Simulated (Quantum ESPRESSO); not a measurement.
# Gap and tunnelling decay at a withheld lattice constant: AlN, zinc blende or diamond type

**Set-up.** Quantum ESPRESSO 7.5 (pw.x, pwcond.x with ikind = 0), PBE, GBRV ultrasoft, cubic crystals. κ is the slowest decay along [001] at mid-gap among three points across the current.

```tsv
a (Å)	gap on the mesh (eV)	κ (1/Å)
4.268	3.343	0.303
4.334	3.323	0.286
4.466	3.276	0.251
4.532	3.237	0.230
```

One more run was made and is withheld. What are gap and κ at a = 4.400 Å?

**Fit.** A line through the rows at 4.334 and 4.466 Å gives a gap of 3.323 + 0.500 × (3.276 − 3.323) = 3.30 eV and κ = 0.268 1/Å. The two-band model κ = 0.5123 √(m* E_g/4) needs m* = 0.375 at 4.334 Å; with that mass and the new gap, κ = 0.285 1/Å.

**Check.** The gap is 3.301 eV and κ = 0.269 1/Å. The line misses the gap by −0.002 eV and κ by −0.2 %; the two-band estimate misses κ by +5.9 %.

**Limits.** The structure type is imposed. Local and semilocal gaps and decay constants are too small; no spin-orbit coupling. For an indirect gap m* is a fitting number alone.

[Logs are printed without paths, hosts, clocks, repeated set-up lines and the standing remarks that a program may print on its own settings, such as how far it seeks lower states.]
